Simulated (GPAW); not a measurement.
# The basis that the transmission of naphthalene-1,5-dithiol between two Al chains needs

Wanted: the zero-bias transmission of naphthalene-1,5-dithiol between two Al chains on a ladder of levels, with run times.

Main program and level: GPAW 26.7.0; GPAW LCAO, PAW setups; Landauer transmission from Green's functions with principal layers (ASE), zero bias.

## (1) The structure

The cell holds 30 atoms: 12 Al, 2 S, 6 H and 10 C. Cell: a = 13.700 Å, b = 9.477 Å, c = 36.473 Å, α = 90.0°, β = 90.0°, γ = 90.0°. Regions: left lead, 6 atoms (6 Al); channel, 18 atoms (2 S, 6 H and 10 C); right lead, 6 atoms (6 Al). Vacuum lies along a and b. The structure is stacked along c, and the current runs across the ab planes.

## (2) GPAW, dzp

Localised orbitals split the wire into layers that couple to their neighbours alone, which is what the Green's function method needs; double zeta with polarisation is the usual level for numbers.

The input, run.py:

```python
import json
import numpy as np
from ase import Atoms
from ase.transport.calculators import TransportCalculator
from gpaw import GPAW, FermiDirac
from gpaw.lcao.tools import get_lcao_hamiltonian
from scipy.linalg import eigh

# The junction with lead layers at both ends, along the third cell vector
device = Atoms(
    ['Al', 'Al', 'Al', 'Al', 'Al', 'Al', 'S', 'H', 'H', 'C', 'C', 'C', 'C', 'H', 'C', 'C', 'H', 'C', 'C', 'C', 'C', 'H', 'H', 'S', 'Al', 'Al', 'Al', 'Al', 'Al', 'Al'],
    positions=[
        [6.84994, 4.73828, 1.20000],
        [6.84994, 4.73828, 3.60000],
        [6.84994, 4.73828, 6.00000],
        [6.84994, 4.73828, 8.40000],
        [6.84994, 4.73828, 10.80000],
        [6.84994, 4.73828, 13.20000],
        [6.31500, 3.32112, 14.79546],
        [8.73085, 3.25002, 16.17940],
        [3.86295, 3.27358, 16.18765],
        [5.99774, 3.28655, 16.56448],
        [4.64910, 3.27571, 16.93969],
        [8.40689, 3.26851, 17.21797],
        [7.02938, 3.28032, 17.54735],
        [10.44986, 3.25020, 17.90229],
        [9.40243, 3.26455, 18.19263],
        [4.29742, 3.26455, 18.28034],
        [3.25000, 3.25019, 18.57068],
        [6.67047, 3.28032, 18.92562],
        [5.29297, 3.26850, 19.25500],
        [9.05076, 3.27570, 19.53328],
        [7.70212, 3.28654, 19.90849],
        [9.83690, 3.27356, 20.28533],
        [4.96901, 3.25000, 20.29357],
        [7.38486, 3.32112, 21.67751],
        [6.84994, 4.73828, 23.27297],
        [6.84994, 4.73828, 25.67297],
        [6.84994, 4.73828, 28.07297],
        [6.84994, 4.73828, 30.47297],
        [6.84994, 4.73828, 32.87297],
        [6.84994, 4.73828, 35.27297]],
    cell=[[13.69987, 0.0, 0.0], [0.0, 9.47656, 0.0], [0.0, 0.0, 36.47297]],
    pbc=True)

# One principal layer of the lead: the first 4 atoms of the device
lead = Atoms(
    ['Al', 'Al', 'Al', 'Al'],
    positions=[
        [6.84994, 4.73828, 1.20000],
        [6.84994, 4.73828, 3.60000],
        [6.84994, 4.73828, 6.00000],
        [6.84994, 4.73828, 8.40000]],
    cell=[[13.69987, 0.0, 0.0], [0.0, 9.47656, 0.0], [0.0, 0.0, 9.6]],
    pbc=True)

settings = dict(mode='lcao', basis='dzp', xc='PBE', h=0.2,
                occupations=FermiDirac(0.1), maxiter=250,
                mixer=dict(beta=0.1, nmaxold=8, weight=100.0),
                convergence=dict(density=0.0001))
energies = np.arange(-2, 2 + 1e-9, 0.05)
eta = 0.0001
n1, n2 = 1, 1
# k and -k transmit alike, so half of the mesh across the current serves
mesh = [(i, j) for i in range(n1) for j in range(n2) if (i, j) <= (-i % n1, -j % n2)]
weights = np.array([1 if (i, j) == (-i % n1, -j % n2) else 2 for i, j in mesh]) / (n1 * n2)

# [... helper functions left out ...]
fermi_lead = ground_state(lead, (1, 1, 12), 'lead.txt')
fermi_device = ground_state(device, (1, 1, 2), 'device.txt')
# [... loop over the mesh left out, but for ...]
        # Shift the lead onto the potential of the device's first layer
        shift = ((H[:, 0, 0] - H0[:, 0, 0]) / S0[0, 0]).real.mean()
# [...]
kT = 8.617333e-5 * 300
bias = [0.1, 0.2, 0.5, 1.0, 1.5, 2.0]
# [... integrals and printing left out ...]
```

Run with:

```bash
$ OMP_NUM_THREADS=1 OPENBLAS_NUM_THREADS=1 python run.py
```

Output:

```text
basis functions: device 342, principal layer 52
Fermi level: lead -3.5238 eV, device -3.2115 eV; lead shifted by -0.0017 eV
largest coupling past the next layer 1.20e-15 eV, largest misfit of the first layer 0.036 eV
  E-E_F (eV)   T (one spin)  channels
    -2.000    1.2190e-01    1.0000
    -1.950    1.2381e-01    1.0000
    -1.900    1.3204e-01    1.0000
    -1.850    1.4946e-01    1.0000
    -1.800    1.8285e-01    1.0000
    -1.750    2.4923e-01    1.0000
    -1.700    3.9679e-01    1.0000
    -1.650    7.4634e-01    1.0000
    -1.600    9.3362e-01    1.0000
    -1.550    3.5847e-01    1.0000
    -1.500    1.1627e-01    1.0000
    -1.450    4.2936e-02    1.0000
    -1.400    1.6433e-02    1.0000
    -1.350    5.2875e-03    1.0000
    -1.300    1.0474e-04    1.0000
    -1.250    3.4064e-10    0.0000
[...]
1.650    1.3069e-01    3.0000
     1.700    1.0881e-01    3.0000
     1.750    9.4774e-02    3.0000
     1.800    8.5511e-02    3.0000
     1.850    7.9291e-02    3.0000
     1.900    7.5083e-02    3.0000
     1.950    7.2249e-02    3.0000
     2.000    7.0371e-02    3.0000
conductance at 300 K: 0.088915 G0 a cell; thermopower -15.27 uV/K
current from the zero-bias T(E) at 0.1 V: 0.68839 uA
current from the zero-bias T(E) at 0.2 V: 1.3751 uA
current from the zero-bias T(E) at 0.5 V: 3.5414 uA
current from the zero-bias T(E) at 1.0 V: 8.7222 uA
current from the zero-bias T(E) at 1.5 V: 13.18 uA
current from the zero-bias T(E) at 2.0 V: 15.463 uA
```

The job ended after 2.9 min (1 thread of INTEL XEON PLATINUM 8581C at 2.30GHz (Emerald Rapids), shared host; peak memory 1.8 GiB).

Numbers from this step:

```yaml
conductance: 0.08891 G₀
thermopower: -15.27 μV/K
largest_coupling_past_the_next_principal_layer: 1.20e-15 eV
largest_misfit_of_the_first_principal_layer: 0.03557 eV
shift_that_aligns_the_lead: -0.001686 eV
basis_functions_of_the_junction: 342
basis_functions_of_a_principal_layer: 52
transmission_at_the_fermi_level_one_spin: 0.08929
open_channels_of_the_lead_at_the_fermi_level_one_spin: 2
```

One spin. The transmission, zone mean by energy, zero at the Fermi level:

```
energy (eV)  transmission, zone mean
      -2.00                    0.122
      -1.90                    0.132
      -1.80                    0.183
      -1.70                    0.397
      -1.60                    0.934
      -1.55                    0.358
      -1.45                   0.0429
      -1.35                  0.00529
      -1.25                  3.4e-10
      -1.15                  1.8e-11
      -1.05                  3.5e-12
      -0.90                        0
      -0.80                        0
      -0.70                        0
      -0.60                        0
      -0.50                        0
      -0.40                   1.3e-6
      -0.25                   0.0302
      -0.15                   0.0561
      -0.05                   0.0807
       0.00                   0.0893
       0.05                   0.0971
       0.15                    0.121
       0.25                    0.173
       0.40                    0.293
       0.45                    0.311
       0.50                    0.305
       0.60                    0.247
       0.70                    0.184
       0.80                    0.137
       0.90                   0.0977
       1.05                    0.128
       1.15                    0.222
       1.25                    0.492
       1.35                     1.01
       1.45                    0.537
       1.55                    0.227
       1.70                    0.109
       1.80                   0.0855
       1.90                   0.0751
       2.00                   0.0704
```

Crossings of the lead's bands, unfolded to its shortest repeat. Open channels, zone mean against energy, zero at the Fermi level:

energy (eV), open channels, zone mean and a bar:
```
   -2.000       1.00 ##########
   -1.800       1.00 ##########
   -1.600       1.00 ##########
   -1.400       1.00 ##########
   -1.200       0.00 
   -1.000       0.00 
   -0.800       0.00 
   -0.600       0.00 
   -0.400       0.00 
   -0.200       2.00 ####################
    0.000       2.00 ####################
    0.200       2.00 ####################
    0.400       2.00 ####################
    0.600       2.00 ####################
    0.800       2.00 ####################
    1.000       3.00 ##############################
    1.200       3.00 ##############################
    1.400       3.00 ##############################
    1.600       3.00 ##############################
    1.800       3.00 ##############################
    2.000       3.00 ##############################
```

Not self-consistent under bias; the bias window is split evenly. Table of current through one cell, from the zero-bias transmission by bias:

| bias (V) | current through one cell, from the zero-bias transmission (μA) |
| --- | --- |
| 0.100 | 0.688 |
| 0.200 | 1.38 |
| 0.500 | 3.54 |
| 1.000 | 8.72 |
| 1.500 | 13.2 |
| 2.000 | 15.5 |

Transmission of the three most open eigenchannels against energy, zero at the Fermi level:

| energy (eV) | channel 1 | channel 2 | channel 3 |
| --- | --- | --- | --- |
| -2.00 | 0.122 | 0 | 0 |
| -1.90 | 0.132 | 0 | 0 |
| -1.80 | 0.183 | 0 | 0 |
| -1.70 | 0.397 | 0 | 0 |
| -1.55 | 0.358 | 0 | 0 |
| -1.45 | 0.0429 | 0 | 0 |
| -1.35 | 0.00529 | 0 | 0 |
| -1.25 | 3.4e-10 | 0 | 0 |
| -1.15 | 1.8e-11 | 0 | 0 |
| -1.05 | 3.5e-12 | 0 | 0 |
| -0.90 | 0 | 0 | 0 |
| -0.80 | 0 | 0 | 0 |
| -0.70 | 0 | 0 | 0 |
| -0.60 | 0 | 0 | 0 |
| -0.50 | 0 | 0 | 0 |
| -0.40 | 1.2e-6 | 2.7e-8 | 0 |
| -0.25 | 0.0299 | 2.8e-4 | 0 |
| -0.15 | 0.0558 | 3.6e-4 | 0 |
| -0.05 | 0.0803 | 3.9e-4 | 0 |
| 0.00 | 0.0889 | 3.7e-4 | 0 |
| 0.05 | 0.0968 | 3.3e-4 | 0 |
| 0.15 | 0.121 | 2.4e-4 | 0 |
| 0.25 | 0.172 | 1.6e-4 | 0 |
| 0.40 | 0.293 | 8.4e-5 | 2.4e-12 |
| 0.50 | 0.305 | 6.1e-5 | 4.5e-12 |
| 0.60 | 0.247 | 5.3e-5 | 7.8e-12 |
| 0.70 | 0.184 | 5.8e-5 | 1.5e-11 |
| 0.80 | 0.137 | 7.8e-5 | 3.9e-11 |
| 0.90 | 0.0975 | 1.4e-4 | 5.4e-10 |
| 1.05 | 0.122 | 0.00579 | 3.2e-5 |
| 1.15 | 0.212 | 0.00940 | 3.3e-5 |
| 1.25 | 0.479 | 0.0131 | 3.4e-5 |
| 1.35 | 0.993 | 0.0169 | 3.5e-5 |
| 1.45 | 0.517 | 0.0206 | 3.8e-5 |
| 1.55 | 0.202 | 0.0243 | 4.3e-5 |
| 1.70 | 0.0792 | 0.0296 | 5.6e-5 |
| 1.80 | 0.0525 | 0.0329 | 7.2e-5 |
| 1.90 | 0.0390 | 0.0360 | 1.0e-4 |
| 2.00 | 0.0387 | 0.0315 | 1.7e-4 |

Couplings past the next layer reach 1.2e-15 eV, small enough to drop; the matrix elements of the cell's first layer differ from the bulk lead's by up to 0.036 eV. That layer keeps its own values in the calculation, and only beyond it is the lead taken as perfect. The Fermi levels of lead and junction count from different zeros of potential, one for each periodic cell; with both set to zero, the small remaining shift is what aligns them. By hand: G = 0.08891 × 77.48 μS = 6.89 μS, a resistance of 145 kΩ; at 0.1 V a linear junction would pass 0.689 μA, and the integral over the bias window gives 0.688 μA. Mott's formula, S = -(π²/3)(k_B²T/e) d ln T/dE, has the prefactor 7.33 μV/K·eV at 300 K; T = 0.08066 at -0.05 eV and 0.09713 at 0.05 eV give a slope of 1.86 per eV and S = -13.6 μV/K, beside -15.3 μV/K from the thermal integral, which interpolates the same grid.

## (3) GPAW, szp: basis = "szp(dzp)"

One radial function a shell plus polarisation makes the matrices smaller; the question is what that costs.

run.py: that of step 2 with these lines changed.

```diff
@@ -56,3 +56,3 @@
 
-settings = dict(mode='lcao', basis='dzp', xc='PBE', h=0.2,
+settings = dict(mode='lcao', basis='szp(dzp)', xc='PBE', h=0.2,
                 occupations=FermiDirac(0.1), maxiter=250,
```

Output:

```text
basis functions: device 240, principal layer 36
Fermi level: lead -4.0224 eV, device -3.8270 eV; lead shifted by -0.0009 eV
largest coupling past the next layer 1.29e-15 eV, largest misfit of the first layer 0.040 eV
  E-E_F (eV)   T (one spin)  channels
    -2.000    5.7337e-01    1.0000
    -1.950    8.6209e-01    1.0000
    -1.900    9.5830e-01    1.0000
    -1.850    5.2771e-01    1.0000
    -1.800    2.2374e-01    1.0000
    -1.750    1.0078e-01    1.0000
    -1.700    4.9761e-02    1.0000
    -1.650    2.6228e-02    1.0000
    -1.600    1.4301e-02    1.0000
    -1.550    7.7876e-03    1.0000
    -1.500    4.0150e-03    1.0000
    -1.450    1.7214e-03    1.0000
    -1.400    2.6716e-04    1.0000
    -1.350    2.0283e-10    0.0000
    -1.300    3.1633e-11    0.0000
    -1.250    9.8433e-12    0.0000
[...]
1.650    7.8877e-02    3.0000
     1.700    7.5670e-02    3.0000
     1.750    2.0779e-01    3.0000
     1.800    9.4319e-02    3.0000
     1.850    9.0645e-02    3.0000
     1.900    9.0806e-02    3.0000
     1.950    9.2229e-02    3.0000
     2.000    9.4407e-02    3.0000
conductance at 300 K: 0.21768 G0 a cell; thermopower -46.24 uV/K
current from the zero-bias T(E) at 0.1 V: 1.7164 uA
current from the zero-bias T(E) at 0.2 V: 3.6141 uA
current from the zero-bias T(E) at 0.5 V: 11.774 uA
current from the zero-bias T(E) at 1.0 V: 26.455 uA
current from the zero-bias T(E) at 1.5 V: 31.444 uA
current from the zero-bias T(E) at 2.0 V: 42.977 uA
```

It took 2 min on 1 thread; peak memory 1.7 GiB.

Numbers from this step:

```yaml
conductance: 0.2177 G₀
thermopower: -46.24 μV/K
largest_coupling_past_the_next_principal_layer: 1.29e-15 eV
largest_misfit_of_the_first_principal_layer: 0.04038 eV
shift_that_aligns_the_lead: -9.45e-4 eV
basis_functions_of_the_junction: 240
basis_functions_of_a_principal_layer: 36
transmission_at_the_fermi_level_one_spin: 0.2075
```

One spin. Table of transmission, zone mean by energy, zero at the Fermi level:

energy (eV), transmission, zone mean and a bar:
```
    -2.00      0.573 #################
    -1.90      0.958 #############################
    -1.85      0.528 ################
    -1.70      0.050 ##
    -1.60      0.014 
    -1.45      0.002 
    -1.30      0.000 
    -1.15      0.000 
    -1.05      0.000 
    -0.90      0.000 
    -0.75      0.000 
    -0.60      0.000 
    -0.50      0.000 
    -0.35      0.008 
    -0.20      0.054 ##
    -0.05      0.155 #####
     0.00      0.207 ######
     0.05      0.282 #########
     0.20      0.737 ######################
     0.30      0.912 ############################
     0.35      0.883 ###########################
     0.50      0.453 ##############
     0.60      0.247 #######
     0.75      0.115 ####
     0.90      0.901 ###########################
     0.95      0.988 ##############################
     1.05      0.478 ###############
     1.15      0.235 #######
     1.30      0.126 ####
     1.45      0.093 ###
     1.60      0.081 ##
     1.70      0.076 ##
     1.75      0.208 ######
     1.85      0.091 ###
     2.00      0.094 ###
```

Crossings of the lead's bands, unfolded to its shortest repeat. Open channels, zone mean against energy, zero at the Fermi level:

```csv
energy (eV),"open channels, zone mean"
-2.00,1
-1.90,1
-1.80,1
-1.70,1
-1.55,1
-1.45,1
-1.35,0
-1.25,0
-1.15,0
-1.05,0
-0.90,0
-0.80,0
-0.70,0
-0.60,0
-0.50,0
-0.40,0
-0.25,2
-0.15,2
-0.05,2
0.00,2
0.05,2
0.15,2
0.25,2
0.40,2
0.50,2
0.60,2
0.70,2
0.80,3
0.90,3
1.05,3
1.15,3
1.25,3
1.35,3
1.45,3
1.55,3
1.70,3
1.80,3
1.90,3
2.00,3
```

Not self-consistent under bias; the bias window is split evenly. The current through one cell, from the zero-bias transmission by bias:

| bias (V) | current through one cell, from the zero-bias transmission (μA) |
| --- | --- |
| 0.100 | 1.72 |
| 0.200 | 3.61 |
| 0.500 | 11.8 |
| 1.000 | 26.5 |
| 1.500 | 31.4 |
| 2.000 | 43.0 |

The transmission of the three most open eigenchannels by energy, zero at the Fermi level:

| energy (eV) | channel 1 | channel 2 | channel 3 |
| --- | --- | --- | --- |
| -2.00 | 0.573 | 0 | 0 |
| -1.85 | 0.528 | 0 | 0 |
| -1.70 | 0.0498 | 0 | 0 |
| -1.60 | 0.0143 | 0 | 0 |
| -1.45 | 0.00172 | 0 | 0 |
| -1.30 | 3.2e-11 | 0 | 0 |
| -1.15 | 2.1e-12 | 0 | 0 |
| -1.05 | 0 | 0 | 0 |
| -0.90 | 0 | 0 | 0 |
| -0.75 | 0 | 0 | 0 |
| -0.60 | 0 | 0 | 0 |
| -0.50 | 0 | 0 | 0 |
| -0.35 | 0.00825 | 1.0e-4 | 0 |
| -0.20 | 0.0534 | 3.9e-4 | 0 |
| -0.05 | 0.154 | 5.1e-4 | 0 |
| 0.00 | 0.207 | 4.8e-4 | 0 |
| 0.05 | 0.281 | 4.2e-4 | 0 |
| 0.20 | 0.737 | 2.0e-4 | 2.9e-12 |
| 0.35 | 0.883 | 7.7e-5 | 1.4e-11 |
| 0.50 | 0.453 | 5.9e-5 | 4.3e-11 |
| 0.60 | 0.247 | 9.8e-5 | 7.9e-11 |
| 0.75 | 0.115 | 6.6e-4 | 4.2e-9 |
| 0.90 | 0.887 | 0.0138 | 3.2e-5 |
| 1.05 | 0.459 | 0.0191 | 3.4e-5 |
| 1.15 | 0.213 | 0.0224 | 3.7e-5 |
| 1.30 | 0.0982 | 0.0273 | 4.5e-5 |
| 1.45 | 0.0602 | 0.0324 | 6.8e-5 |
| 1.60 | 0.0431 | 0.0379 | 1.9e-4 |
| 1.70 | 0.0417 | 0.0320 | 0.00192 |
| 1.85 | 0.0472 | 0.0433 | 1.1e-4 |
| 2.00 | 0.0523 | 0.0421 | 1.0e-5 |

The conductance, 0.218 G₀, lies 145 % above that of the dzp run.

## (4) GPAW, sz: basis = "sz(dzp)"

The minimal basis is the cheapest rung: no second zeta and no polarisation.

run.py: that of step 3 with these lines changed.

```diff
@@ -56,3 +56,3 @@
 
-settings = dict(mode='lcao', basis='szp(dzp)', xc='PBE', h=0.2,
+settings = dict(mode='lcao', basis='sz(dzp)', xc='PBE', h=0.2,
                 occupations=FermiDirac(0.1), maxiter=250,
```

Output:

```text
basis functions: device 102, principal layer 16
Fermi level: lead -4.2910 eV, device -4.0908 eV; lead shifted by 0.0122 eV
largest coupling past the next layer 1.06e-15 eV, largest misfit of the first layer 0.055 eV
  E-E_F (eV)   T (one spin)  channels
    -2.000    6.3449e-01    1.0000
    -1.950    9.7498e-01    1.0000
    -1.900    3.3025e-01    1.0000
[...]
1.950    7.1307e-02    3.0000
     2.000    7.1522e-02    3.0000
conductance at 300 K: 0.39851 G0 a cell; thermopower -51.94 uV/K
current from the zero-bias T(E) at 0.1 V: 3.129 uA
current from the zero-bias T(E) at 0.2 V: 6.4669 uA
current from the zero-bias T(E) at 0.5 V: 17.33 uA
current from the zero-bias T(E) at 1.0 V: 26.27 uA
current from the zero-bias T(E) at 1.5 V: 28.333 uA
current from the zero-bias T(E) at 2.0 V: 39.562 uA
```

Elapsed: 88 s, on 1 thread; peak memory 1.6 GiB.

Numbers from this step:

```
conductance                                    : 0.3985 G₀
thermopower                                    : -51.94 μV/K
largest coupling past the next principal layer : 1.06e-15 eV
largest misfit of the first principal layer    : 0.05534 eV
shift that aligns the lead                     : 0.01219 eV
basis functions of the junction                : 102
basis functions of a principal layer           : 16
transmission at the Fermi level (one spin)     : 0.3830
```

The conductance, 0.399 G₀, lies 348 % above that of the dzp run.

## (5) revPBE in the dzp basis: xc = "revPBE"

Back in the dzp basis, the functional changes from PBE to revPBE, to set the spread between functionals beside that between bases.

run.py: that of step 4 with these lines changed.

```diff
@@ -56,3 +56,3 @@
 
-settings = dict(mode='lcao', basis='sz(dzp)', xc='PBE', h=0.2,
+settings = dict(mode='lcao', basis='dzp', xc='revPBE', h=0.2,
                 occupations=FermiDirac(0.1), maxiter=250,
```

Output:

```text
basis functions: device 342, principal layer 52
Fermi level: lead -3.4733 eV, device -3.1567 eV; lead shifted by -0.0019 eV
largest coupling past the next layer 9.18e-16 eV, largest misfit of the first layer 0.038 eV
  E-E_F (eV)   T (one spin)  channels
    -2.000    1.1533e-01    1.0000
    -1.950    1.1670e-01    1.0000
    -1.900    1.2385e-01    1.0000
[...]
1.950    7.3213e-02    3.0000
     2.000    7.1165e-02    3.0000
conductance at 300 K: 0.083325 G0 a cell; thermopower -11.53 uV/K
current from the zero-bias T(E) at 0.1 V: 0.64436 uA
current from the zero-bias T(E) at 0.2 V: 1.2823 uA
current from the zero-bias T(E) at 0.5 V: 3.2062 uA
current from the zero-bias T(E) at 1.0 V: 7.6788 uA
current from the zero-bias T(E) at 1.5 V: 12.423 uA
current from the zero-bias T(E) at 2.0 V: 15.196 uA
```

Wall time 2.1 min (1 thread); peak memory 1.8 GiB.

This step gave:

```yaml
conductance: 0.08333 G₀
thermopower: -11.53 μV/K
largest_coupling_past_the_next_principal_layer: 9.18e-16 eV
largest_misfit_of_the_first_principal_layer: 0.03754 eV
shift_that_aligns_the_lead: -0.001888 eV
basis_functions_of_the_junction: 342
basis_functions_of_a_principal_layer: 52
transmission_at_the_fermi_level_one_spin: 0.08394
```

One spin. The transmission, zone mean by energy, zero at the Fermi level:

| energy (eV) | transmission, zone mean |
| --- | --- |
| -2.00 | 0.115 |
| -1.85 | 0.139 |
| -1.70 | 0.358 |
| -1.60 | 0.972 |
| -1.45 | 0.0439 |
| -1.30 | 1.8e-7 |
| -1.15 | 1.6e-11 |
| -1.05 | 3.2e-12 |
| -0.90 | 0 |
| -0.75 | 0 |
| -0.60 | 0 |
| -0.50 | 0 |
| -0.35 | 0.0145 |
| -0.20 | 0.0430 |
| -0.05 | 0.0777 |
| 0.00 | 0.0839 |
| 0.05 | 0.0889 |
| 0.20 | 0.119 |
| 0.35 | 0.208 |
| 0.50 | 0.288 |
| 0.60 | 0.264 |
| 0.75 | 0.189 |
| 0.90 | 0.132 |
| 1.05 | 0.118 |
| 1.15 | 0.195 |
| 1.30 | 0.646 |
| 1.40 | 0.959 |
| 1.45 | 0.651 |
| 1.60 | 0.184 |
| 1.70 | 0.115 |
| 1.85 | 0.0810 |
| 2.00 | 0.0712 |

The conductance, 0.0833 G₀, lies 6.3 % below that of the dzp run.

## (6) The ladder

Times are for 1 thread of INTEL XEON PLATINUM 8581C at 2.30GHz (Emerald Rapids), shared host. The series side by side:

```csv
no.,run,conductance (G₀),time,memory (GiB)
1,dzp,0.08891,2.9 min,1.8
2,szp,0.2177,2 min,1.7
3,sz,0.3985,88 s,1.6
4,dzp revPBE,0.08333,2.1 min,1.8
```

[end of part 1 of 2]

[Logs are printed without paths, hosts, clocks, repeated set-up lines and the standing remarks that a program may print on its own settings, such as how far it seeks lower states.]

[Hosts, paths, dates, database ids (printed as entryN), source tags and the programs' standing remarks are cut or masked in the printed files.]
